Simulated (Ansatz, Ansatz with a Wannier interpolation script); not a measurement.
# CdCO3 (Otavite): what limits a Wannier interpolation of GW

Wanted: errors and cost of interpolated bands of CdCO3 (Otavite) under coarser or faulty settings.

Main program and level: Ansatz 0.2.0; maximally localised Wannier functions, LDA, plane waves, PAW.

## (1) The starting structure

It takes space group R-3c (No. 167, trigonal). The conventional cell has a = 4.920 Å, b = 4.920 Å, c = 16.298 Å, α = 90.00°, β = 90.00°, γ = 120.00°. Nearest to Cd lie 6 O at 2.29 Å. Nearest to C lie 3 O at 1.29 Å. O has 1 C at 1.29 Å and 2 Cd at 2.29 Å nearest. Farther neighbours and most contacts between anions are not listed.

The cell and positions come from the Crystallography Open Database and are kept as given unless a step says otherwise. The default PAW set here is soft_2. Its files were made with PBE.

## (2) Wannier model on 8×8×8

Localised functions give a small Hamiltonian that interpolates between mesh points at no cost.

File input.yaml:

```yaml
crystal:
  lattice:
    - [2.4602, 1.4203971323, 5.4326666667]
    - [-2.4602, 1.4203971323, 5.4326666667]
    - [0.0, -2.8407942645, 5.4326666667]
  atoms:
    - { symbol: Cd, position: [0.0, 0.0, 0.0] }
    - { symbol: Cd, position: [0.5, 0.5, 0.5] }
    - { symbol: C, position: [0.25, 0.25, 0.25] }
    - { symbol: C, position: [0.75, 0.75, 0.75] }
    - { symbol: O, position: [0.5114, 0.9886, 0.25] }
    - { symbol: O, position: [0.25, 0.5114, 0.9886] }
    - { symbol: O, position: [0.9886, 0.25, 0.5114] }
    - { symbol: O, position: [0.4886, 0.0114, 0.75] }
    - { symbol: O, position: [0.75, 0.4886, 0.0114] }
    - { symbol: O, position: [0.0114, 0.75, 0.4886] }
kpoints:
  mp_grid: { grid: [4, 4, 4] }
hamiltonian:
  xc: lda
scf:
  occupations: { method: fixed }
  n_extra_bands: 60
output:
  wannier:
    kmesh: [8, 8, 8]
    projections:
      - { species: C, l: p, shell: 2 }
      - { species: Cd, l: s, shell: 5 }
      - { species: O, l: p, shell: 2 }
    minimise: true
    write_hr: true
    seedname: w
    conv_tol: 1.0e-07
    max_iter: 4000
    disentanglement:
      window: [3.26, 25.02]
      frozen_window: [3.26, 12.75]
      conv_tol: 1.0e-08
```

The run is started by

```bash
$ ansatz run input.yaml --threads 12 --pin off --max-ram 22118MiB --backend cpu --events-out ev --progress --plain --runs-dir out
```

Numbers of over 12 decimals in the logs are rounded to 6 here.

The log of the run:

```text
scf.n_extra_bands = 60 over 42 filled bands (N_el = 84.0): the run solves 102 bands
Engine: ansatz 0.2.0, aarch64-unknown-linux-gnu
Pseudopotentials: kind: paw
Pseudopotential: Cd, paw, valence charge 20, recommended cutoff 420 eV (normal), Cd.paw.azcp
Pseudopotential: C, paw, valence charge 4, recommended cutoff 420 eV (normal), C.paw.azcp
Pseudopotential: O, paw, valence charge 6, recommended cutoff 420 eV (normal), O.paw.azcp
Functional definition: SPW92
  exchange = slater_x
  correlation = pw_c
Crystal: 10 atoms, lattice volume = 113.905 Å³
Basis set: ecut = 420 eV, 2221 PW (Γ)
Bands: 102, of which v1, the nominal top of the filled ones, is band 42 counted from 1 (41 counted from 0)
Symmetry: 12 space group operations
Space group: R-3c (ITA 167), of the structure as read, at distance tolerance 4.8e-5 Å
k-points: 13 of 64
Non-local potential: Cd, projectors of the file, l = 0: 3, l = 1: 2, l = 2: 2, l = 3: 1
Non-local potential: C, projectors of the file, l = 0: 2, l = 1: 2, l = 2: 1
Non-local potential: O, projectors of the file, l = 0: 2, l = 1: 2, l = 2: 1
PAW form: soft (Blöchl's): semilocal exchange-correlation on the pseudo side does not see the compensation charge
PAW frozen core: Cd, regenerated for the run's functional, and the local potential with it (the file was generated under x = pbe(κ = 0.804, μ = 0.219515), c = pbe(β = 0.066725))
PAW frozen core: C, regenerated for the run's functional, and the local potential with it (the file was generated under x = pbe(κ = 0.804, μ = 0.219515), c = pbe(β = 0.066725))
PAW frozen core: O, regenerated for the run's functional, and the local potential with it (the file was generated under x = pbe(κ = 0.804, μ = 0.219515), c = pbe(β = 0.066725))
PAW one-centre angular grid: Cd, 590 points (default); XC on 64 Gauss nodes
PAW one-centre angular grid: C, 110 points (default); XC on 64 Gauss nodes
PAW one-centre angular grid: O, 110 points (default); XC on 64 Gauss nodes
Initial density: superposition of atomic densities (neutral atoms: chi_scale 0, normalization atom), corrected by the library's trained network
Initial wavefunctions: pseudopotential atomic-orbital guess
Functional: x = slater, c = lda
SCF iter   1: F=—  HF=-20051.990744 eV  |F-HF|=—  |Δ(HF+E_count)|=         —  Δρ=1.64e-2  dr2=2.57e-1  ethr=1.77e-3  ⟨swp⟩=4.3  Hψ=4459  notcnv=0  defer=734
preconditioner: auto → Resta (q_TF=auto, 2.593 Å⁻¹)  ε∞=2.0  [insulator: Δε(μ)=2.572 eV  Ē_g=28.260 eV  n_scr=34 (ndim 8)  ℏωp=28.7 eV  f_vac=0.070  ε∞_Penn≈2.0]
SCF iter   2: F=—  HF=-20051.915712 eV  |F-HF|=—  |Δ(HF+E_count)|=   7.50e-2  Δρ=4.77e-3  dr2=1.38e-2  ethr=3.05e-4  ⟨swp⟩=2.9  Hψ=1948  notcnv=0  defer=754
SCF iter   3: F=—  HF=-20051.911618 eV  |F-HF|=—  |Δ(HF+E_count)|=   4.09e-3  Δρ=1.92e-3  dr2=2.68e-3  ethr=1.65e-5  ⟨swp⟩=2.0  Hψ=1079  notcnv=0  defer=754
SCF iter   4: F=—  HF=-20051.910847 eV  |F-HF|=—  |Δ(HF+E_count)|=   7.71e-4  Δρ=5.10e-4  dr2=1.44e-4  ethr=3.19e-6  ⟨swp⟩=2.8  Hψ=973  notcnv=0  defer=744
SCF iter   5: F=—  HF=-20051.910822 eV  |F-HF|=—  |Δ(HF+E_count)|=   2.53e-5  Δρ=8.08e-5  dr2=4.04e-6  ethr=1.72e-7  ⟨swp⟩=2.2  Hψ=1048  notcnv=0  defer=715
SCF iter   6: F=—  HF=-20051.910713 eV  |F-HF|=—  |Δ(HF+E_count)|=   1.09e-4  Δρ=2.68e-5  dr2=4.79e-7  ethr=4.81e-9  ⟨swp⟩=2.6  Hψ=1226  notcnv=0  defer=715
SCF iter   7: F=-20051.910713 eV  HF=-20051.910713 eV  |F-HF|=1.83e-9  |Δ(HF+E_count)|=   1.84e-7  Δρ=2.64e-6  dr2=4.24e-9  ethr=1.19e-10  ⟨swp⟩=11.3  Hψ=8597  notcnv=0
SCF 1 converged in 7 iterations: F = -20051.910713 eV  dr2 = 4.24e-9
[...]
NSCF: frozen V_eff on 68 k-points
the Wannier pass solved 68 of the 512 points of its mesh, and has the states at the others by symmetry: states obtained by the crystal's operations at points that were solved too leave a residual of 6.75e-13 eV (read by the count's bands and the next), within 8.33e-6 eV
SCF converged after 7 iterations
Free energy (F): -20051.910713 eV
Harris-Foulkes:  -20051.910713 eV  (|F-HF|=1.83e-9)
Internal energy: -20051.910713 eV  (E = F + TS)
E sigma→0 (E₀):  -20051.910713 eV
Fermi energy:    6.999811 eV
--- Per-component energies (eV) ---
  E_band       = -1059.014590
  E_kinetic    = 2236.759573
  E_local      = -9272.369719  (includes V_loc(G=0)·N_el)
  E_nonlocal   = 445.408391
  E_hartree    = 3985.703507
  E_xc         = -873.111014
  E_vxc        = -1110.018823  (∫ρ·V_xc dr)
  E_paw        = -8969.159923  (= ΣΔE_a)
  E_vpaw       = -1330.216549  (= ΣTr[D̂ρ^β])
  E_aug_tail   = 0.015126  (compensation charges beyond the density's cutoff)
  E_ewald      = -7607.396985
  E_core_change = 2.240332  (= ΣΔE_core)
  E_smearing   = -0.000000  (= −TS)
  E_closure    = -0.000000  (closes the sum)
  Σ components = -20051.910713   (vs F -20051.910713, Δ=0.00e0)
--- Band table (eV; the first three rows and the last of 13) ---
  k-point 0: bands = [... 38 lower, 5.6618, 5.6618, 6.0620, 6.0620, 9.7525, 11.1195, 11.8772, 14.7485, ... 56 higher]
  k-point 1: bands = [... 38 lower, 5.6032, 5.6664, 5.9497, 6.4977, 10.6940, 11.2793, 12.1533, 14.2889, ... 56 higher]
  k-point 2: bands = [... 38 lower, 5.6763, 5.6763, 6.6229, 6.6229, 11.7865, 11.7865, 12.5218, 12.5218, ... 56 higher]
  k-point 12: bands = [... 38 lower, 5.4388, 5.4388, 5.4388, 5.4388, 10.3548, 10.3548, 12.9519, 12.9519, ... 56 higher]
Wannier search: line search 1 of at most 4000: gauge-dependent spread (as the search counts it) 171.3094796 Å², largest recent change 3.1e1 Å² and fall left 6.5e1 Å² against conv_tol 1.0e-7 Å², 0 stops escaped
```

It took 91 s on 12 threads of Arm Neoverse N1, shared host; peak memory 2.8 GiB; 14 min of CPU time.

Reading the cycles: dr2 is the Hartree energy of the density residual (eV), the measure of convergence; HF is the Harris–Foulkes estimate of the energy, which meets the free energy F at convergence.

Numbers from this step:

```
gauge-invariant spread     : 51.73 Å²
diagonal spread            : 0.03790 Å²
off-diagonal spread        : 5.200 Å²
total spread               : 56.97 Å²
least projectability       : 1.09e-9
localisation steps         : 52
disentanglement steps      : 7569
r.m.s. interpolation error : 3.20e-4 eV
r.m.s. error near the gap  : 2.57e-4 eV
```

Near the gap the model misses directly solved bands by 0.3 meV r.m.s. and by 2 meV at most in the window tested. This tests the starting bands, not the corrections carried with them.

## (3) Wannier model on 4×4×4

Edit input.yaml of step 2 so:

```diff
@@ -25,3 +25,3 @@
   wannier:
-    kmesh: [8, 8, 8]
+    kmesh: [4, 4, 4]
     projections:
```

The log of the run:

```text
[...]
Crystal: 10 atoms, lattice volume = 113.905 Å³
Basis set: ecut = 420 eV, 2221 PW (Γ)
Bands: 102, of which v1, the nominal top of the filled ones, is band 42 counted from 1 (41 counted from 0)
Symmetry: 12 space group operations
[...]
k-points: 13 of 64
[...]
SCF iter   1: F=—  HF=-20051.990744 eV  |F-HF|=—  |Δ(HF+E_count)|=         —  Δρ=1.64e-2  dr2=2.57e-1  ethr=1.77e-3  ⟨swp⟩=4.3  Hψ=4459  notcnv=0  defer=734
[...]
SCF iter   7: F=-20051.910713 eV  HF=-20051.910713 eV  |F-HF|=1.83e-9  |Δ(HF+E_count)|=   1.84e-7  Δρ=2.64e-6  dr2=4.24e-9  ethr=1.19e-10  ⟨swp⟩=11.3  Hψ=8597  notcnv=0
SCF 1 converged in 7 iterations: F = -20051.910713 eV  dr2 = 4.24e-9
[...]
NSCF: frozen V_eff on 16 k-points
[...]
SCF converged after 7 iterations
Free energy (F): -20051.910713 eV
[...]
Internal energy: -20051.910713 eV  (E = F + TS)
E sigma→0 (E₀):  -20051.910713 eV
Fermi energy:    6.999811 eV
[...]
--- Band table (eV; the first three rows and the last of 13) ---
  k-point 0: bands = [... 38 lower, 5.6618, 5.6618, 6.0620, 6.0620, 9.7525, 11.1195, 11.8772, 14.7485, ... 56 higher]
  k-point 1: bands = [... 38 lower, 5.6032, 5.6664, 5.9497, 6.4977, 10.6940, 11.2793, 12.1533, 14.2889, ... 56 higher]
  k-point 2: bands = [... 38 lower, 5.6763, 5.6763, 6.6229, 6.6229, 11.7865, 11.7865, 12.5218, 12.5218, ... 56 higher]
  k-point 12: bands = [... 38 lower, 5.4388, 5.4388, 5.4388, 5.4388, 10.3548, 10.3548, 12.9519, 12.9519, ... 56 higher]
[...]
```

The job ended after 9.8 s (12 threads; peak memory 1.1 GiB; 79 s of CPU time).

Numbers from this step:

```yaml
gauge_invariant_spread: 45.74 Å²
diagonal_spread: 0.03004 Å²
off_diagonal_spread: 5.187 Å²
total_spread: 50.95 Å²
least_projectability: 6.28e-9
localisation_steps: 27
disentanglement_steps: 1099
r_m_s_interpolation_error: 0.004817 eV
r_m_s_error_near_the_gap: 0.002864 eV
```

Near the gap the model misses directly solved bands by 2.9 meV r.m.s. and by 52 meV at most in the window tested. This tests the starting bands, not the corrections carried with them.

Frozen up to 5.75 eV; above it the model need not follow the bands. Electronic bands along the path, in eV, zero at the valence-band top; v1 is the highest filled band, c1 the lowest empty one:

| point | v4 | v3 | v2 | v1 | c1 | c2 | c3 | c4 |
| --- | --- | --- | --- | --- | --- | --- | --- | --- |
| Γ | -1.34 | -1.34 | -0.94 | -0.94 | 2.75 | 4.12 | 4.88 | 8.19 |
| halfway | -1.45 | -1.45 | -1.12 | -1.12 | 2.90 | 3.89 | 5.19 | 7.05 |
| T | -1.56 | -1.56 | -1.56 | -1.56 | 3.35 | 3.35 | 5.96 | 5.96 |
| halfway | -1.49 | -1.49 | -0.84 | -0.84 | 4.07 | 4.07 | 6.08 | 6.08 |
| H2 | -1.57 | -1.57 | -0.26 | -0.26 | 5.18 | 5.18 | 5.68 | 5.68 |
| jump to H0 | -1.57 | -1.57 | -0.26 | -0.26 | 5.18 | 5.18 | 5.68 | 5.68 |
| halfway | -1.60 | -1.60 | -0.26 | -0.26 | 5.00 | 5.00 | 5.61 | 5.61 |
| L | -1.32 | -1.32 | -0.38 | -0.38 | 4.79 | 4.79 | 5.52 | 5.52 |
| halfway | -1.40 | -1.33 | -1.05 | -0.50 | 3.69 | 4.28 | 5.15 | 7.36 |
| Γ | -1.34 | -1.34 | -0.94 | -0.94 | 2.75 | 4.12 | 4.88 | 8.19 |
| halfway | -1.43 | -1.33 | -1.03 | -0.29 | 4.04 | 4.41 | 5.26 | 7.06 |
| S0 | -1.71 | -1.50 | -0.31 | -0.15 | 5.15 | 5.44 | 5.45 | 5.68 |
| jump to S2 | -1.71 | -1.50 | -0.31 | -0.15 | 5.15 | 5.44 | 5.45 | 5.68 |
| halfway | -1.74 | -1.26 | -0.64 | -0.03 | 5.00 | 5.34 | 5.55 | 5.91 |
| F | -1.62 | -1.13 | -0.84 | 0.00 | 4.94 | 5.26 | 5.56 | 6.06 |
| halfway | -1.61 | -1.28 | -1.20 | -0.45 | 3.73 | 4.31 | 5.32 | 7.13 |
| Γ | -1.34 | -1.34 | -0.94 | -0.94 | 2.75 | 4.12 | 4.88 | 8.19 |

The same for Kohn-Sham, solved directly:

| point | v4 | v3 | v2 | v1 | c1 | c2 | c3 | c4 |
| --- | --- | --- | --- | --- | --- | --- | --- | --- |
| Γ | -1.34 | -1.34 | -0.94 | -0.94 | 2.75 | 4.12 | 4.88 | 7.75 |
| T | -1.56 | -1.56 | -1.56 | -1.56 | 3.35 | 3.35 | 5.95 | 5.95 |
| H2 | -1.58 | -1.58 | -0.26 | -0.26 | 5.18 | 5.18 | 5.68 | 5.68 |
| H0 | -1.58 | -1.58 | -0.26 | -0.26 | 5.18 | 5.18 | 5.68 | 5.68 |
| L | -1.32 | -1.32 | -0.38 | -0.38 | 4.79 | 4.79 | 5.52 | 5.52 |
| Γ | -1.34 | -1.34 | -0.94 | -0.94 | 2.75 | 4.12 | 4.88 | 7.75 |
| S0 | -1.72 | -1.50 | -0.31 | -0.15 | 5.15 | 5.44 | 5.45 | 5.68 |
| S2 | -1.72 | -1.50 | -0.31 | -0.15 | 5.15 | 5.44 | 5.45 | 5.68 |
| F | -1.62 | -1.13 | -0.84 | 0.00 | 4.94 | 5.26 | 5.56 | 6.05 |
| Γ | -1.34 | -1.34 | -0.94 | -0.94 | 2.75 | 4.12 | 4.88 | 7.75 |

## (4) A faulty Wannier input

Edit input.yaml of step 3 so:

```diff
@@ -37,3 +37,3 @@
       window: [3.26, 25.02]
-      frozen_window: [3.26, 12.75]
+      frozen_window: [3.26, 24.52]
       conv_tol: 1.0e-08
```

The log of the run:

```text
scf.n_extra_bands = 60 over 42 filled bands (N_el = 84.0): the run solves 102 bands
Engine: ansatz 0.2.0, aarch64-unknown-linux-gnu
Pseudopotentials: kind: paw
Pseudopotential: Cd, paw, valence charge 20, recommended cutoff 420 eV (normal), Cd.paw.azcp
Pseudopotential: C, paw, valence charge 4, recommended cutoff 420 eV (normal), C.paw.azcp
Pseudopotential: O, paw, valence charge 6, recommended cutoff 420 eV (normal), O.paw.azcp
Functional definition: SPW92
  exchange = slater_x
  correlation = pw_c
Crystal: 10 atoms, lattice volume = 113.905 Å³
Basis set: ecut = 420 eV, 2221 PW (Γ)
Bands: 102, of which v1, the nominal top of the filled ones, is band 42 counted from 1 (41 counted from 0)
Symmetry: 12 space group operations
Space group: R-3c (ITA 167), of the structure as read, at distance tolerance 4.8e-5 Å
k-points: 13 of 64
Non-local potential: Cd, projectors of the file, l = 0: 3, l = 1: 2, l = 2: 2, l = 3: 1
Non-local potential: C, projectors of the file, l = 0: 2, l = 1: 2, l = 2: 1
Non-local potential: O, projectors of the file, l = 0: 2, l = 1: 2, l = 2: 1
PAW form: soft (Blöchl's): semilocal exchange-correlation on the pseudo side does not see the compensation charge
PAW frozen core: Cd, regenerated for the run's functional, and the local potential with it (the file was generated under x = pbe(κ = 0.804, μ = 0.219515), c = pbe(β = 0.066725))
PAW frozen core: C, regenerated for the run's functional, and the local potential with it (the file was generated under x = pbe(κ = 0.804, μ = 0.219515), c = pbe(β = 0.066725))
[...]
SCF converged after 7 iterations
Free energy (F): -20051.910713 eV
Harris-Foulkes:  -20051.910713 eV  (|F-HF|=1.83e-9)
Internal energy: -20051.910713 eV  (E = F + TS)
E sigma→0 (E₀):  -20051.910713 eV
Fermi energy:    6.999811 eV
--- Per-component energies (eV) ---
  E_band       = -1059.014590
  E_kinetic    = 2236.759573
  E_local      = -9272.369719  (includes V_loc(G=0)·N_el)
  E_nonlocal   = 445.408391
  E_hartree    = 3985.703507
  E_xc         = -873.111014
  E_vxc        = -1110.018823  (∫ρ·V_xc dr)
  E_paw        = -8969.159923  (= ΣΔE_a)
  E_vpaw       = -1330.216549  (= ΣTr[D̂ρ^β])
  E_aug_tail   = 0.015126  (compensation charges beyond the density's cutoff)
  E_ewald      = -7607.396985
  E_core_change = 2.240332  (= ΣΔE_core)
  E_smearing   = -0.000000  (= −TS)
  E_closure    = -0.000000  (closes the sum)
  Σ components = -20051.910713   (vs F -20051.910713, Δ=0.00e0)
--- Band table (eV; the first three rows and the last of 13) ---
  k-point 0: bands = [... 38 lower, 5.6618, 5.6618, 6.0620, 6.0620, 9.7525, 11.1195, 11.8772, 14.7485, ... 56 higher]
  k-point 1: bands = [... 38 lower, 5.6032, 5.6664, 5.9497, 6.4977, 10.6940, 11.2793, 12.1533, 14.2889, ... 56 higher]
  k-point 2: bands = [... 38 lower, 5.6763, 5.6763, 6.6229, 6.6229, 11.7865, 11.7865, 12.5218, 12.5218, ... 56 higher]
  k-point 12: bands = [... 38 lower, 5.4388, 5.4388, 5.4388, 5.4388, 10.3548, 10.3548, 12.9519, 12.9519, ... 56 higher]
WARN: one of the run's output files is refused, and neither it nor the files that depend on it are written in full: <dir> frozen window holds 34 > num_wann = 26 bands at ik = 0 (ik counts from 0, the k-points of the .win, .mmn and .eig files from 1)
Error: <dir> frozen window holds 34 > num_wann = 26 bands at ik = 0 (ik counts from 0, the k-points of the .win, .mmn and .eig files from 1)
```

It took 7.8 s on 12 threads; peak memory 1.1 GiB.

The run ended with an error after its SCF cycle had converged; no result of it is taken.

The program's message: “Error: <dir> frozen window holds 34 > num_wann = 26 bands at ik = 0 (ik counts from 0, the k-points of the .win, .mmn and .eig files from 1)”

The fault put into this input: a frozen window with more states than functions.

(Continued in part 2 of 2.)

[Paths, hosts, dates, memory and timing lines, banners, echoed tables and standing remarks are left out of the program output.]

[Logs are printed without paths, hosts, clocks, repeated set-up lines and the standing remarks that a program may print on its own settings, such as how far it seeks lower states.]

[Runs of the session that timed out or met a known fault of the program may be left out.]

[Hosts, paths, dates, database ids (printed as entryN), source tags and the programs' standing remarks are cut or masked in the printed files.]
